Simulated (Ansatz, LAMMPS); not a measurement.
# Amorphous carbon (330 atoms): support functions against a reference, part 2 of 2

Wanted: errors and times of a linear-scaling basis for amorphous carbon (330 atoms). A setting counts as converged where the r.m.s. difference of forces stays under 1 % of the r.m.s. force.

Ansatz 0.2.0; Kohn-Sham DFT, PBE, PAW (set soft_2), plane waves.

The cell: 330 C. The quench rate of 100 K/ps is orders of magnitude faster than experiment. The starting topology of bonds comes from the classical model. The Brillouin zone is sampled at Γ only, in a cell whose shortest periodic width is 13 Å.

So far. Step 3 (Plane-wave single point): Intrinsic-atomic-orbital charges run from -0.10 to +0.07 e. Within 0.4 eV of the Fermi level the largest share is C p (93 % of the projected weight).

## 4. Local order

These statistics describe the geometry on which the runs were made.

Density 2.92 g/cm³, 6.833 Å³ an atom.

Pair distribution function in bins of 0.1 Å:

| r (Å) | total |
| --- | --- |
| 1.25 | 0.00 |
| 1.35 | 0.17 |
| 1.45 | 3.78 |
| 1.55 | 3.40 |
| 1.65 | 0.54 |
| 1.75 | 0.03 |
| 1.85 | 0.00 |
| 1.95 | 0.00 |
| 2.05 | 0.08 |
| 2.15 | 0.07 |
| 2.25 | 0.34 |
| 2.35 | 0.96 |
| 2.45 | 1.97 |
| 2.55 | 2.34 |
| 2.65 | 1.73 |
| 2.75 | 1.27 |
| 2.85 | 0.93 |
| 2.95 | 0.92 |
| 3.05 | 1.06 |
| 3.15 | 0.94 |
| 3.25 | 0.92 |
| 3.35 | 0.91 |
| 3.45 | 0.91 |
| 3.55 | 0.90 |
| 3.65 | 1.02 |
| 3.75 | 1.11 |
| 3.85 | 1.13 |
| 3.95 | 0.93 |
| 4.05 | 0.92 |
| 4.15 | 0.85 |
| 4.25 | 0.76 |
| 4.35 | 0.91 |
| 4.45 | 0.91 |
| 4.55 | 1.03 |
| 4.65 | 1.10 |
| 4.75 | 1.05 |
| 4.85 | 1.12 |
| 4.95 | 1.04 |
| 5.05 | 1.03 |
| 5.15 | 1.08 |
| 5.25 | 1.01 |
| 5.35 | 0.97 |
| 5.45 | 1.05 |
| 5.55 | 0.95 |

Bonds by pair of elements; cutoffs follow the first minimum of g(r), held within bounds set by covalent radii, and pairs that aren't listed don't count as bonded:

| pair A-B | cutoff (Å) | bonds | mean length (Å) | spread (Å) | shortest (Å) | B about A | A about B |
| --- | --- | --- | --- | --- | --- | --- | --- |
| C-C | 1.85 | 546 | 1.51 | 0.062 | 1.36 | 3.31 | 3.31 |

How many atoms have how many bonded neighbours:

| element | mean | 2 | 3 | 4 |
| --- | --- | --- | --- | --- |
| C | 3.31 | 1 | 226 | 103 |

Bond angles, per cent of each kind in bins of 5°:

| angle (°) | C-C-C |
| --- | --- |
| 80–85 | 0.1 |
| 85–90 | 0.5 |
| 90–95 | 1.3 |
| 95–100 | 3.7 |
| 100–105 | 8.5 |
| 105–110 | 12.7 |
| 110–115 | 18.2 |
| 115–120 | 29.4 |
| 120–125 | 20.8 |
| 125–130 | 4.2 |
| 130–135 | 0.5 |
| 135–140 | 0.1 |
| 140–145 | 0.1 |

Bond angles (no mean is given where the spread exceeds 20°):

| angle | count | mean (°) | spread (°) |
| --- | --- | --- | --- |
| C-C-C | 1297 | 114 | 8 |

Bond length by coordination (bonds to H left out):

| element | coordination | atoms | mean bond length (Å) |
| --- | --- | --- | --- |
| C | 2 | 1 | 1.38 |
| C | 3 | 226 | 1.49 |
| C | 4 | 103 | 1.54 |

Rings of the network by King's shortest-path rule, up to 12 atoms, one path for each pair of neighbours; H, halogens, alkali and alkaline-earth atoms are left out, and the last column divides by all other atoms, bonded or not:

| ring size (atoms) | rings | per network atom |
| --- | --- | --- |
| 5 | 14 | 0.042 |
| 6 | 71 | 0.215 |
| 7 | 74 | 0.224 |
| 8 | 78 | 0.236 |
| 9 | 79 | 0.239 |
| 10 | 15 | 0.045 |
| 11 | 2 | 0.006 |

With the cutoffs above, 68 % of C atoms have 3 bonded neighbours. The C-C-C angle averages 114° with a spread of 8°. Read as hybridisation, 31 % of the carbon is sp3 and 68 % sp2. Bonds at C atoms with 3 neighbours average 1.49 Å, against 1.54 Å at those with 4. Rings of 9 atoms are the most common (24 % of those counted); sizes run from 5 to 11.

Local excerpt of 10 atoms (numbers count through the whole input) about C276, whose charge lies farthest from its element's mean; x, y, z are measured from there.

| atom | x | y | z | distance (Å) | bonds | intrinsic-atomic-orbital charge (e) | Fx | Fy | Fz (eV/Å) |
| --- | --- | --- | --- | --- | --- | --- | --- | --- | --- |
| C276 | 0.00 | 0.00 | 0.00 | 0.00 | 3 | -0.10 | -0.88 | -0.05 | -0.53 |
| C64 | -0.11 | -1.50 | -0.20 | 1.52 | 4 | 0.02 | 0.06 | -0.34 | 0.45 |
| C219 | 0.96 | 0.42 | 1.14 | 1.55 | 4 | 0.01 | -0.40 | -0.07 | 0.42 |
| C274 | -0.53 | 1.07 | -1.03 | 1.58 | 4 | 0.03 | 0.88 | 0.13 | 0.34 |
| C330 | -0.58 | -1.96 | 1.17 | 2.35 | 3 | 0.00 | -4.07 | 0.45 | 0.10 |
| C314 | -0.82 | 2.23 | -0.18 | 2.39 | 3 | 0.02 | 0.63 | 0.72 | 2.61 |
| C311 | 1.23 | -1.98 | -0.52 | 2.39 | 3 | 0.02 | -0.41 | -0.51 | 1.36 |
| C179 | 0.61 | 1.24 | -2.03 | 2.45 | 3 | -0.03 | -0.41 | 1.53 | -1.18 |
| C191 | 2.42 | 0.16 | 0.73 | 2.53 | 4 | 0.02 | -0.53 | -1.42 | 0.03 |
| C184 | 0.75 | 1.85 | 1.56 | 2.53 | 3 | 0.05 | -0.14 | -0.07 | -0.78 |

The column of bonds counts only the pairs C-C within 1.85 Å; other neighbours, such as metal atoms beside each other in a compound, aren't counted, and periodic images can show an atom twice.

## 5. Support functions medium

With localised support functions most steps grow linearly with size, though the diagonalisation grows faster unless the density matrix is cut; this run measures error and cost at this size. The level medium gives here a grid of 60×60×60 points and a radius of 3.10 Å.

This step: Kohn-Sham DFT, PBE, PAW (set soft_2), localised support functions (medium) (Ansatz 0.2.0).

input.yaml

```yaml
crystal:
  lattice:
    - [13.113, 0.0, 0.0]
    - [0.0, 13.113, 0.0]
    - [0.0, 0.0, 13.113]
  atoms:
    [... the 330 atom lines of step 3 ...]
kpoints:
  mp_grid: { grid: [1, 1, 1] }
hamiltonian:
  xc: pbe
scf:
  occupations: { method: gaussian, width: 0.05 }
  eigensolver: { kind: { support_functions: { accuracy: medium } } }
  max_iter: 150
output:
  forces: true
  eigenvalues: true
```

Launch:

```sh
$ ansatz run input.yaml --threads 8 --pin off --max-ram 15872MiB --backend cpu --events-out ev --progress --plain --runs-dir out
```

Numbers of over 12 decimals in the logs are rounded to 6 here.

The program printed:

```text
Warning: scf.eigensolver.kind.support_functions: disabling space-group detection — the functions' gradient is summed over unrotated k-points, so no spatial operation reduces the k-mesh or symmetrises the density; time reversal is kept, so that k and −k are solved as one point where they differ and the mesh holds both, and exact exchange and, on two spinor components, a DFT+U term hold to it where the run has them: [...]
settings of this run that can trade accuracy for cost: scf.eigensolver.kind.support_functions [...]
[...]
Crystal: 330 atoms, lattice volume = 2254.790 Å³
Basis set: ecut = 420 eV, 43867 PW (Γ), exchange–correlation on 180×180×180 points (8 copies of the dense FFT grid, shifted against one another)
Bands: 792, of which v1, the nominal top of the filled ones, is band 660 counted from 1 (659 counted from 0)
Symmetry: 1 space group operations
k-points: 1
[...]
Eigensolver: Support functions (medium, 60×60×60 points, laid for a spacing of at most 0.228497 Å, radius 3.100415 Å, 1 species' potentials softened for the grid, 1 wholly corrected for its errors in the mean over positions, 1 with the egg-box correction, energy correction by stochastic trace)
[...]
SCF iter   1: F=—  HF=-82483.997650 eV  |F-HF|=—  |Δ(HF+E_count)|=         —  Δρ=1.13e-1  dr2=2.66e2  ethr=1.00e-1
[...]
SCF iter  14: F=—  HF=-82487.556480 eV  |F-HF|=—  |Δ(HF+E_count)|=   2.68e-3  Δρ=1.27e-5  dr2=8.13e-6  ethr=2.46e-9  κ⁻¹=2.5e-4(r=7)
SCF iter  15: F=-82487.558799 eV  HF=-82487.558800 eV  |F-HF|=1.85e-6  |Δ(HF+E_count)|=   2.32e-3  Δρ=8.72e-6  dr2=3.39e-6  ethr=6.16e-10
SCF 1 converged in 15 iterations: F = -82487.603398 eV  dr2 = 3.39e-6
[...]
SCF converged after 15 iterations
Stability not checked: this state was not tested for a lower state beside it, because the mixer in use, unlike msr1, does not test its closes by its own steps (another_mixer; see scf.mixing.algorithm and scf.lower_state_search)
Free energy (F): -82487.603398 eV
[...]
Internal energy: -82487.537254 eV  (E = F + TS)
E sigma→0 (E₀):  -82487.570326 eV
Entropy (-TS):   -0.066144 eV (-0.200 meV/atom)
Fermi energy:    10.847059 eV
[...]
Σ components = -82487.603398   (vs F -82487.603398, Δ=0.00e0)
--- Forces (eV/Å), atoms counted from 1 ---
  atom   1  C     -2.71356828     0.06191214    -0.20907983
  atom   2  C      1.24989535    -0.88644838     1.68335499
  atom   3  C     -1.35970934    -0.22963319    -1.73645962
  atom   4  C     -0.39890793     1.38697794     0.47164334
[...]
atom 330  C     -4.07083030     0.44705824     0.10116307
  max |Σ_I F_I| component: 1.20e-2 eV/Å
--- Band table (eV) ---
[...]
```

Run time: 2.9 min. Hardware: 8 threads of AMD EPYC 7R43, shared host; peak memory 6.4 GiB.

The program notes that the band table was not solved further than the SCF left it and it switched symmetry off.

Keys that differ from the reference: support_functions.accuracy = "medium" and scf.max_iter = 150.

Forces differ from the reference by 1.2 meV/Å r.m.s., 0.087 % of their size, well within a tolerance of 1 %; the energy by -3.8 meV/atom. It took 2.9 min and 15 cycles; the reference's time can't be set against it, since the two runs asked for unlike analyses.

## 6. All settings compared

Each row is set against the plane-wave reference (Kohn-Sham DFT, PBE, PAW (set soft_2), plane waves; r.m.s. force component 1.35 eV/Å). Energies are set beside the reference only for runs with its functional, potentials and electron count. Times are for 8 threads of AMD EPYC 7R43, shared host. The reference's time includes the DOS, the stress and grids, which some other runs skip.

| run | Δ force, r.m.s. (meV/Å) | share of r.m.s. force (%) | Δ energy (meV/atom) | cycles | time | host memory (GiB) |
| --- | --- | --- | --- | --- | --- | --- |
| reference | - | - | - | 9 | 73 s | 5.1 |
| support functions medium | 1.18 | 0.0873 | -3.82 | 15 | 2.9 min | 6.4 |

## 7. Summary of results

- free energy per atom: -249.9586 eV/atom
- pressure: -2.008 GPa
- r.m.s. force component: 1.349 eV/Å
- wall time of the 2 DFT runs: 4.2 min

**Reading.** Against plane waves at 420 eV, the forces differ by 1.2 meV/Å (0.087 %) with support functions medium. At 330 atoms the run with support functions medium takes roughly 2.4 times the time of plane waves (whose run also made extra analyses, so the like-for-like ratio is larger), in 15 SCF cycles against 9. Differences between support functions and plane waves include what basis error the plane-wave run still has.

Counting bands leaves a spacing of only 0.053 eV (at Γ alone), which the smearing bridges: 4 levels are partly filled by over 2 %, so a gap, if any, is small at this level. With the cutoffs above, 68 % of C atoms have 3 bonded neighbours. Read as hybridisation, 31 % of the carbon is sp3 and 68 % sp2.

What to keep in mind: The geometry was minimised with a classical potential after classical dynamics and isn't relaxed at this level: its force components are 1.3 eV/Å r.m.s. The stress is far from hydrostatic: its diagonal is 0.4, -2.9, -3.6 GPa, compression counted positive. The pressure of -2.0 GPa belongs to a cell and atoms that aren't relaxed at this level.

[Logs are printed without paths, hosts, clocks, repeated set-up lines and the standing remarks that a program may print on its own settings, such as how far it seeks lower states.]

[Hosts, paths, dates, database ids (printed as entryN), source tags and the programs' standing remarks are cut or masked in the printed files.]
